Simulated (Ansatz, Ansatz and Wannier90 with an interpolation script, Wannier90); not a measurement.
Rows from a G0W0 calculation on ZnSe (Stilleite) (Ansatz 0.2.0; G0W0 on LDA, plane waves, PAW; 8×8×8 mesh, 209 empty bands, screening to 160 eV), in eV. Spin-orbit coupling is left out.

| row | k | band | start | Σx | Σc at the solution | Vxc |
| --- | --- | --- | --- | --- | --- | --- |
| A | Γ | v1 | 6.454 | -21.603 | 1.866 | -19.092 |
| B | Γ | c1 | 7.486 | -10.046 | -3.737 | -14.359 |

Give the quasiparticle energies and the shift of each level.

The quasiparticle equation reads E = start + Σx + Σc(E) − Vxc.

| row | E (eV) | shift (eV) |
| --- | --- | --- |
| A | 5.810 | −0.644 |
| B | 8.060 | +0.575 |

Limits: not at the basis limit; no spin-orbit coupling.

[Runs of the session that timed out or met a known fault of the program may be left out.]

[Hosts, paths, dates, database ids (printed as entryN), source tags and the programs' standing remarks are cut or masked in the printed files.]
